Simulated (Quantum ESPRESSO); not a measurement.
# How cutoff, mesh and threshold together moves the magnetism of Fe

Two starts of Fe are run at each rung of cutoff, mesh and threshold together.

Program: Quantum ESPRESSO 7.5. Level of theory: PBEsol; plane waves with GBRV 1.5 PBEsol potentials, no spin-orbit coupling (settings of the first rung). Values are calculated unless marked as measured.

The database entry behind the starting cell differs from other determinations of this structure, so it need not match the best structure at room temperature.

### 1. Set-up

It takes space group Im-3m (No. 229, cubic). The conventional cell has a = 2.860 Å, b = 2.860 Å, c = 2.860 Å, α = 90.00°, β = 90.00°, γ = 90.00°. Nearest to Fe lie 8 Fe at 2.48 Å.

### 2. Rung 1, start ferro +

pw.in reads:

```
&CONTROL
  calculation = 'scf'
  prefix = 'pwscf'
  outdir = './tmp'
  pseudo_dir = './pseudo'
  disk_io = 'nowf'
  tprnfor = .true.
  tstress = .true.
/
&SYSTEM
  ibrav = 0
  nat = 1
  ntyp = 1
  ecutwfc = 22
  ecutrho = 154
  nbnd = 15
  occupations = 'smearing'
  smearing = 'fd'
  degauss = 0.00734986
  nspin = 2
  starting_magnetization(1) = 0.175
/
&ELECTRONS
  conv_thr = 1d-06
  electron_maxstep = 150
  mixing_beta = 0.3
/
ATOMIC_SPECIES
Fe     55.8450 fe_pbesol_v1.5.uspp.F.UPF
CELL_PARAMETERS bohr
  -2.7027618925    2.7027618925    2.7027618925
   2.7027618925   -2.7027618925    2.7027618925
   2.7027618925    2.7027618925   -2.7027618925
ATOMIC_POSITIONS crystal
Fe      0.0000000000    0.0000000000    0.0000000000
K_POINTS automatic
6 6 6 0 0 0
```

The run is started by

```
$ OMP_NUM_THREADS=1 mpirun -n 2 pw.x -nk 2 -in pw.in > pw.out
```

Log:

```text
Program PWSCF v.7.5 starts

     Message from routine setup:
     using ibrav=0 with symmetry is DISCOURAGED, use correct ibrav instead

     K-points division:     npool     =       2
     Subspace diagonalization in iterative solution of the eigenvalue problem:

     bravais-lattice index     =            0
     lattice parameter (alat)  =       4.6813  a.u.
     unit-cell volume          =      78.9739 (a.u.)^3
     number of atoms/cell      =            1
     number of atomic types    =            1
     number of electrons       =        16.00
     number of Kohn-Sham states=           15
     kinetic-energy cutoff     =      22.0000  Ry
     charge density cutoff     =     154.0000  Ry
     scf convergence threshold =      1.0E-06
     mixing beta               =       0.3000
     number of iterations used =            8  plain     mixing
     Exchange-correlation= SLA  PW   PSX  PSC
                           (   1   4  10   8   0   0   0)

     celldm(1)=   4.681321  celldm(2)=   0.000000  celldm(3)=   0.000000
     celldm(4)=   0.000000  celldm(5)=   0.000000  celldm(6)=   0.000000

     crystal axes: (cart. coord. in units of alat)
               a(1) = (  -0.577350   0.577350   0.577350 )
               a(2) = (   0.577350  -0.577350   0.577350 )
               a(3) = (   0.577350   0.577350  -0.577350 )

     reciprocal axes: (cart. coord. in units 2 pi/alat)
               b(1) = ( -0.000000  0.866025  0.866025 )
               b(2) = (  0.866025 -0.000000  0.866025 )
               b(3) = (  0.866025  0.866025  0.000000 )

     PseudoPot. # 1 for Fe read from file:
     fe_pbesol_v1.5.uspp.F.UPF
     Pseudo is Ultrasoft + core correction, Zval = 16.0

     atomic species   valence    mass     pseudopotential
     Fe               16.00    55.84500     Fe( 1.00)

     Starting magnetic structure
     atomic species   magnetization
     Fe              0.175

     48 Sym. Ops., with inversion, found

   Cartesian axes

     site n.     atom                  positions (alat units)
         1        Fe     tau(   1) = (   0.0000000   0.0000000   0.0000000  )

     number of k points=    16  Fermi-Dirac smearing, width (Ry)=  0.0073
                       cart. coord. in units 2pi/alat
        k(    1) = (   0.0000000   0.0000000   0.0000000), wk =   0.0046296
        k(    2) = (   0.1443376   0.1443376   0.0000000), wk =   0.0555556
        k(    3) = (   0.2886751   0.2886751   0.0000000), wk =   0.0555556
        k(    4) = (  -0.4330127  -0.4330127   0.0000000), wk =   0.0277778
        k(    5) = (   0.2886751   0.1443376   0.1443376), wk =   0.1111111
        [... 11 further k-points ...]

     Dense  grid:     2491 G-vectors     FFT dimensions: (  20,  20,  20)

     Smooth grid:     1061 G-vectors     FFT dimensions: (  15,  15,  15)

     Check: negative core charge=   -0.000107
     Generating pointlists ...
     new r_m :   0.4125 (alat units)  1.9310 (a.u.) for type    1

     Initial potential from superposition of free atoms

     starting charge      15.0000, renormalised to      16.0000
     Starting wfcs are   13 randomized atomic wfcs +    2 random wfcs

     Self-consistent Calculation

     iteration #  1     ecut=    22.00 Ry     beta= 0.30
     Davidson diagonalization with overlap
     ethr =  1.00E-02,  avg # of iterations =  4.0

     total energy              =    -249.13306256 Ry
     estimated scf accuracy    <       3.01469177 Ry

     total magnetization       =     2.04 Bohr mag/cell
     absolute magnetization    =     2.04 Bohr mag/cell

     iteration #  2     ecut=    22.00 Ry     beta= 0.30
     Davidson diagonalization with overlap
     ethr =  1.00E-02,  avg # of iterations =  1.9

     total energy              =    -249.68704891 Ry
     estimated scf accuracy    <       0.03507873 Ry

     total magnetization       =     2.20 Bohr mag/cell
     absolute magnetization    =     2.24 Bohr mag/cell

     [... further iterations left out ...]

     iteration #  7     ecut=    22.00 Ry     beta= 0.30
     Davidson diagonalization with overlap
     ethr =  9.76E-09,  avg # of iterations =  2.0

     total energy              =    -249.68870959 Ry
     estimated scf accuracy    <       0.00000132 Ry

     total magnetization       =     2.14 Bohr mag/cell
     absolute magnetization    =     2.23 Bohr mag/cell

     iteration #  8     ecut=    22.00 Ry     beta= 0.30
     Davidson diagonalization with overlap
     ethr =  8.24E-09,  avg # of iterations =  1.5

     Magnetic moment per site  (integrated on atomic sphere of radius R)
     atom   1 (R=0.413)  charge= 14.4477  magn=  2.1798

     End of self-consistent calculation

     [... lines left out ...]
     the Fermi energy is    17.3876 ev

!    total energy              =    -249.68876158 Ry
     estimated scf accuracy    <          2.6E-09 Ry
     smearing contrib. (-TS)   =      -0.00152134 Ry
     internal energy E=F+TS    =    -249.68724024 Ry

     The total energy is F=E-TS. E is the sum of the following terms:
     one-electron contribution =    -114.75409126 Ry
     hartree contribution      =      66.13691524 Ry
     xc contribution           =     -28.71974246 Ry
     ewald contribution        =    -172.35032176 Ry

     total magnetization       =     2.14 Bohr mag/cell
     absolute magnetization    =     2.23 Bohr mag/cell

     convergence has been achieved in   8 iterations

     Forces acting on atoms (cartesian axes, Ry/au):

     atom    1 type  1   force =     0.00000000    0.00000000    0.00000000

     Total force =     0.000000     Total SCF correction =     0.000000

     Computing stress (Cartesian axis) and pressure

          total   stress  (Ry/bohr**3)                   (kbar)     P=    -5276.30
  -0.03586754   0.00000000   0.00000000        -5276.30        0.00        0.00
   0.00000000  -0.03586754   0.00000000            0.00    -5276.30        0.00
   0.00000000   0.00000000  -0.03586754            0.00        0.00    -5276.30

=------------------------------------------------------------------------------=
   JOB DONE.
=------------------------------------------------------------------------------=
```

It took 1.9 s on 2 MPI ranks of Intel Xeon Platinum 8259CL at 2.50GHz (Skylake/Cascade Lake), shared host; peak memory 0.05 GiB.

Spin moment in the atom's sphere by atom:

| atom | spin moment in the atom's sphere (μB) |
| --- | --- |
| Fe1 | 2.18 |

Numbers from this step:

| Quantity | Value |
| --- | --- |
| magnetization | 2.142 μB |
| final state | ferromagnetic |

### 3. Rung 1, start antiferro q=(1/2,1/2,1/2) +-

The wavevector q is in fractions of the reciprocal vectors of the crystal's primitive cell, as the cells of these inputs are built from it; moments change sign between cells as cos(2π q·R).

pw.in reads:

```
&CONTROL
  calculation = 'scf'
  prefix = 'pwscf'
  outdir = './tmp'
  pseudo_dir = './pseudo'
  disk_io = 'nowf'
  tprnfor = .true.
  tstress = .true.
/
&SYSTEM
  ibrav = 0
  nat = 2
  ntyp = 2
  ecutwfc = 22
  ecutrho = 154
  nbnd = 23
  occupations = 'smearing'
  smearing = 'fd'
  degauss = 0.00734986
  nspin = 2
  starting_magnetization(1) = 0.175
  starting_magnetization(2) = -0.175
/
&ELECTRONS
  conv_thr = 2d-06
  electron_maxstep = 150
  mixing_beta = 0.3
/
ATOMIC_SPECIES
Fe1    55.8450 fe_pbesol_v1.5.uspp.F.UPF
Fe2    55.8450 fe_pbesol_v1.5.uspp.F.UPF
CELL_PARAMETERS bohr
  -5.4055237850    5.4055237850    5.4055237850
   0.0000000000    0.0000000000    5.4055237850
   0.0000000000    5.4055237850    0.0000000000
ATOMIC_POSITIONS crystal
Fe1     0.0000000000    0.0000000000    0.0000000000
Fe2     0.5000000000    0.0000000000    0.0000000000
K_POINTS automatic
3 6 6 0 0 0
```

Log:

```text
     [... lines left out ...]
Program PWSCF v.7.5 starts
     [... lines left out ...]
     number of atoms/cell      =            2
     [... lines left out ...]
     number of electrons       =        32.00
     number of Kohn-Sham states=           23
     kinetic-energy cutoff     =      22.0000  Ry
     charge density cutoff     =     154.0000  Ry
     scf convergence threshold =      2.0E-06
     [... lines left out ...]
     48 Sym. Ops., with inversion, found
     [... lines left out ...]
     number of k points=    10  Fermi-Dirac smearing, width (Ry)=  0.0073
     [... lines left out ...]
     iteration # 12     ecut=    22.00 Ry     beta= 0.30
     [... lines left out ...]
     Magnetic moment per site  (integrated on atomic sphere of radius R)
     atom   1 (R=0.206)  charge= 14.4494  magn=  1.6926
     atom   2 (R=0.206)  charge= 14.4493  magn= -1.6933
     [... lines left out ...]
     the Fermi energy is    17.6361 ev
!    total energy              =    -499.31011483 Ry
     estimated scf accuracy    <       0.00000016 Ry
     smearing contrib. (-TS)   =      -0.01395408 Ry
     [... lines left out ...]
     total magnetization       =    -0.00 Bohr mag/cell
     absolute magnetization    =     3.50 Bohr mag/cell
     convergence has been achieved in  12 iterations
     [... lines left out ...]
     Total force =     0.000000     Total SCF correction =     0.000000
     [... lines left out ...]
          total   stress  (Ry/bohr**3)                   (kbar)     P=    -5219.75
     [... lines left out ...]
```

It took 6.2 s on 2 MPI ranks; peak memory 0.13 GiB; 12 s of CPU time.

Spin moment in the atom's sphere by atom:

| atom | spin moment in the atom's sphere (μB) |
| --- | --- |
| Fe1 | 1.69 |
| Fe2 | -1.69 |

This step gave:

```
magnetization : 0 μB
final state   : antiferromagnetic
```

### 4. Rung 2, start ferro +

pw.in reads:

```
&CONTROL
  calculation = 'scf'
  prefix = 'pwscf'
  outdir = './tmp'
  pseudo_dir = './pseudo'
  disk_io = 'nowf'
  tprnfor = .true.
  tstress = .true.
/
&SYSTEM
  ibrav = 0
  nat = 1
  ntyp = 1
  ecutwfc = 30
  ecutrho = 210
  nbnd = 15
  occupations = 'smearing'
  smearing = 'fd'
  degauss = 0.00734986
  nspin = 2
  starting_magnetization(1) = 0.175
/
&ELECTRONS
  conv_thr = 1d-07
  electron_maxstep = 150
  mixing_beta = 0.3
/
ATOMIC_SPECIES
Fe     55.8450 fe_pbesol_v1.5.uspp.F.UPF
CELL_PARAMETERS bohr
  -2.7027618925    2.7027618925    2.7027618925
   2.7027618925   -2.7027618925    2.7027618925
   2.7027618925    2.7027618925   -2.7027618925
ATOMIC_POSITIONS crystal
Fe      0.0000000000    0.0000000000    0.0000000000
K_POINTS automatic
8 8 8 0 0 0
```

Log:

```text
     [... lines left out ...]
Program PWSCF v.7.5 starts
     [... lines left out ...]
     number of atoms/cell      =            1
     [... lines left out ...]
     number of electrons       =        16.00
     number of Kohn-Sham states=           15
     kinetic-energy cutoff     =      30.0000  Ry
     charge density cutoff     =     210.0000  Ry
     scf convergence threshold =      1.0E-07
     [... lines left out ...]
     48 Sym. Ops., with inversion, found
     [... lines left out ...]
     number of k points=    29  Fermi-Dirac smearing, width (Ry)=  0.0073
     [... lines left out ...]
     iteration # 10     ecut=    30.00 Ry     beta= 0.30
     [... lines left out ...]
     Magnetic moment per site  (integrated on atomic sphere of radius R)
     atom   1 (R=0.413)  charge= 14.4103  magn=  2.4171
     [... lines left out ...]
     the Fermi energy is    17.3740 ev
!    total energy              =    -250.17665647 Ry
     estimated scf accuracy    <          5.1E-09 Ry
     smearing contrib. (-TS)   =      -0.00219679 Ry
     [... lines left out ...]
     total magnetization       =     2.37 Bohr mag/cell
     absolute magnetization    =     2.49 Bohr mag/cell
     convergence has been achieved in  10 iterations
     [... lines left out ...]
     Total force =     0.000000     Total SCF correction =     0.000000
     [... lines left out ...]
          total   stress  (Ry/bohr**3)                   (kbar)     P=     -461.41
     [... lines left out ...]
```

Run time: 6.1 s. Hardware: 2 MPI ranks; peak memory 0.12 GiB; 12 s of CPU time.

This step gave:

* magnetization: 2.367 μB
* final state: ferromagnetic
* largest moment: 2.417 μB

### 5. Rung 2, start antiferro q=(1/2,1/2,1/2) +-

pw.in reads:

```
&CONTROL
  calculation = 'scf'
  prefix = 'pwscf'
  outdir = './tmp'
  pseudo_dir = './pseudo'
  disk_io = 'nowf'
  tprnfor = .true.
  tstress = .true.
/
&SYSTEM
  ibrav = 0
  nat = 2
  ntyp = 2
  ecutwfc = 30
  ecutrho = 210
  nbnd = 23
  occupations = 'smearing'
  smearing = 'fd'
  degauss = 0.00734986
  nspin = 2
  starting_magnetization(1) = 0.175
  starting_magnetization(2) = -0.175
/
&ELECTRONS
  conv_thr = 2d-07
  electron_maxstep = 150
  mixing_beta = 0.3
/
ATOMIC_SPECIES
Fe1    55.8450 fe_pbesol_v1.5.uspp.F.UPF
Fe2    55.8450 fe_pbesol_v1.5.uspp.F.UPF
CELL_PARAMETERS bohr
  -5.4055237850    5.4055237850    5.4055237850
   0.0000000000    0.0000000000    5.4055237850
   0.0000000000    5.4055237850    0.0000000000
ATOMIC_POSITIONS crystal
Fe1     0.0000000000    0.0000000000    0.0000000000
Fe2     0.5000000000    0.0000000000    0.0000000000
K_POINTS automatic
4 8 8 0 0 0
```

Log:

```text
     [... lines left out ...]
Program PWSCF v.7.5 starts
     [... lines left out ...]
     number of atoms/cell      =            2
     [... lines left out ...]
     number of electrons       =        32.00
     number of Kohn-Sham states=           23
     kinetic-energy cutoff     =      30.0000  Ry
     charge density cutoff     =     210.0000  Ry
     scf convergence threshold =      2.0E-07
     [... lines left out ...]
     48 Sym. Ops., with inversion, found
     [... lines left out ...]
     number of k points=    19  Fermi-Dirac smearing, width (Ry)=  0.0073
     [... lines left out ...]
     iteration # 13     ecut=    30.00 Ry     beta= 0.30
     [... lines left out ...]
     Magnetic moment per site  (integrated on atomic sphere of radius R)
     atom   1 (R=0.206)  charge= 14.4111  magn=  1.7777
     atom   2 (R=0.206)  charge= 14.4107  magn= -1.7769
     [... lines left out ...]
     the Fermi energy is    17.6959 ev
!    total energy              =    -500.29009717 Ry
     estimated scf accuracy    <       0.00000004 Ry
     smearing contrib. (-TS)   =      -0.01298154 Ry
     [... lines left out ...]
     total magnetization       =     0.00 Bohr mag/cell
     absolute magnetization    =     3.69 Bohr mag/cell
     convergence has been achieved in  13 iterations
     [... lines left out ...]
     Total force =     0.000000     Total SCF correction =     0.000000
     [... lines left out ...]
          total   stress  (Ry/bohr**3)                   (kbar)     P=     -515.86
     [... lines left out ...]
```

Elapsed: 9 s, on 2 MPI ranks; peak memory 0.15 GiB; 18 s of CPU time.

Numbers from this step:

```
magnetization  : 0 μB
final state    : antiferromagnetic
largest moment : 1.778 μB
```

### 6. Rung 3, start ferro +

pw.in reads:

```
&CONTROL
  calculation = 'scf'
  prefix = 'pwscf'
  outdir = './tmp'
  pseudo_dir = './pseudo'
  disk_io = 'nowf'
  tprnfor = .true.
  tstress = .true.
/
&SYSTEM
  ibrav = 0
  nat = 1
  ntyp = 1
  ecutwfc = 40
  ecutrho = 280
  nbnd = 15
  occupations = 'smearing'
  smearing = 'fd'
  degauss = 0.00734986
  nspin = 2
  starting_magnetization(1) = 0.175
/
&ELECTRONS
  conv_thr = 2d-09
  electron_maxstep = 150
  mixing_beta = 0.3
/
ATOMIC_SPECIES
Fe     55.8450 fe_pbesol_v1.5.uspp.F.UPF
CELL_PARAMETERS bohr
  -2.7027618925    2.7027618925    2.7027618925
   2.7027618925   -2.7027618925    2.7027618925
   2.7027618925    2.7027618925   -2.7027618925
ATOMIC_POSITIONS crystal
Fe      0.0000000000    0.0000000000    0.0000000000
K_POINTS automatic
14 14 14 0 0 0
```

Log:

```text
     [... lines left out ...]
Program PWSCF v.7.5 starts
     [... lines left out ...]
     number of atoms/cell      =            1
     [... lines left out ...]
     number of electrons       =        16.00
     number of Kohn-Sham states=           15
     kinetic-energy cutoff     =      40.0000  Ry
     charge density cutoff     =     280.0000  Ry
     scf convergence threshold =      2.0E-09
     [... lines left out ...]
     48 Sym. Ops., with inversion, found
     [... lines left out ...]
     number of k points=   104  Fermi-Dirac smearing, width (Ry)=  0.0073
     [... lines left out ...]
     iteration # 11     ecut=    40.00 Ry     beta= 0.30
     [... lines left out ...]
     Magnetic moment per site  (integrated on atomic sphere of radius R)
     atom   1 (R=0.413)  charge= 14.4087  magn=  2.3342
     [... lines left out ...]
     the Fermi energy is    17.3754 ev
!    total energy              =    -250.19558291 Ry
     estimated scf accuracy    <          2.2E-10 Ry
     smearing contrib. (-TS)   =      -0.00239603 Ry
     [... lines left out ...]
     total magnetization       =     2.29 Bohr mag/cell
     absolute magnetization    =     2.40 Bohr mag/cell
     convergence has been achieved in  11 iterations
     [... lines left out ...]
     Total force =     0.000000     Total SCF correction =     0.000000
     [... lines left out ...]
          total   stress  (Ry/bohr**3)                   (kbar)     P=     -130.66
     [... lines left out ...]
```

The job ended after 8.3 s (2 MPI ranks; peak memory 0.15 GiB).

This step gave:

```
magnetization  : 2.291 μB
final state    : ferromagnetic
largest moment : 2.334 μB
```

### 7. Rung 3, start antiferro q=(1/2,1/2,1/2) +-

pw.in reads:

```
&CONTROL
  calculation = 'scf'
  prefix = 'pwscf'
  outdir = './tmp'
  pseudo_dir = './pseudo'
  disk_io = 'nowf'
  tprnfor = .true.
  tstress = .true.
/
&SYSTEM
  ibrav = 0
  nat = 2
  ntyp = 2
  ecutwfc = 40
  ecutrho = 280
  nbnd = 23
  occupations = 'smearing'
  smearing = 'fd'
  degauss = 0.00734986
  nspin = 2
  starting_magnetization(1) = 0.175
  starting_magnetization(2) = -0.175
/
&ELECTRONS
  conv_thr = 4d-09
  electron_maxstep = 150
  mixing_beta = 0.3
/
ATOMIC_SPECIES
Fe1    55.8450 fe_pbesol_v1.5.uspp.F.UPF
Fe2    55.8450 fe_pbesol_v1.5.uspp.F.UPF
CELL_PARAMETERS bohr
  -5.4055237850    5.4055237850    5.4055237850
   0.0000000000    0.0000000000    5.4055237850
   0.0000000000    5.4055237850    0.0000000000
ATOMIC_POSITIONS crystal
Fe1     0.0000000000    0.0000000000    0.0000000000
Fe2     0.5000000000    0.0000000000    0.0000000000
K_POINTS automatic
7 14 14 0 0 0
```

Log:

```text
     [... lines left out ...]
Program PWSCF v.7.5 starts
     [... lines left out ...]
     number of atoms/cell      =            2
     [... lines left out ...]
     number of electrons       =        32.00
     number of Kohn-Sham states=           23
     kinetic-energy cutoff     =      40.0000  Ry
     charge density cutoff     =     280.0000  Ry
     scf convergence threshold =      4.0E-09
     [... lines left out ...]
     48 Sym. Ops., with inversion, found
     [... lines left out ...]
     number of k points=    60  Fermi-Dirac smearing, width (Ry)=  0.0073
     [... lines left out ...]
     iteration # 19     ecut=    40.00 Ry     beta= 0.30
     [... lines left out ...]
     Magnetic moment per site  (integrated on atomic sphere of radius R)
     atom   1 (R=0.206)  charge= 14.4095  magn=  1.7958
     atom   2 (R=0.206)  charge= 14.4096  magn= -1.7955
     [... lines left out ...]
     the Fermi energy is    17.7149 ev
!    total energy              =    -500.32609095 Ry
     estimated scf accuracy    <          1.3E-09 Ry
     smearing contrib. (-TS)   =      -0.01347372 Ry
     [... lines left out ...]
     total magnetization       =     0.00 Bohr mag/cell
     absolute magnetization    =     3.72 Bohr mag/cell
     convergence has been achieved in  19 iterations
     [... lines left out ...]
     Total force =     0.000000     Total SCF correction =     0.000000
     [... lines left out ...]
          total   stress  (Ry/bohr**3)                   (kbar)     P=     -158.38
     [... lines left out ...]
```

The job ended after 49 s (2 MPI ranks; peak memory 0.19 GiB).

Numbers from this step:

| Property | Result |
| --- | --- |
| magnetization | 0 μB |
| final state | antiferromagnetic |
| largest moment | 1.796 μB |

(Continued in part 2 of 2.)

[Long decimals in the printed logs are rounded to 6 places.]

[Logs and program files are shortened in this print: banners, set-up blocks, solver, clock and traceback lines can be left out without a mark of their own.]

[Logs are printed without paths, hosts, clocks, repeated set-up lines and the standing remarks that a program may print on its own settings, such as how far it seeks lower states.]

[Hosts, paths, dates, database ids (printed as entryN), source tags and the programs' standing remarks are cut or masked in the printed files.]

[Where the starting crystal was built by hand or by swapping elements, it need not be the compound's stable phase.]

[Where a cell is said to come from a database of computed structures, the database is the Materials Project.]

[Lattice constants that a cell's source calls measured were typed from memory.]
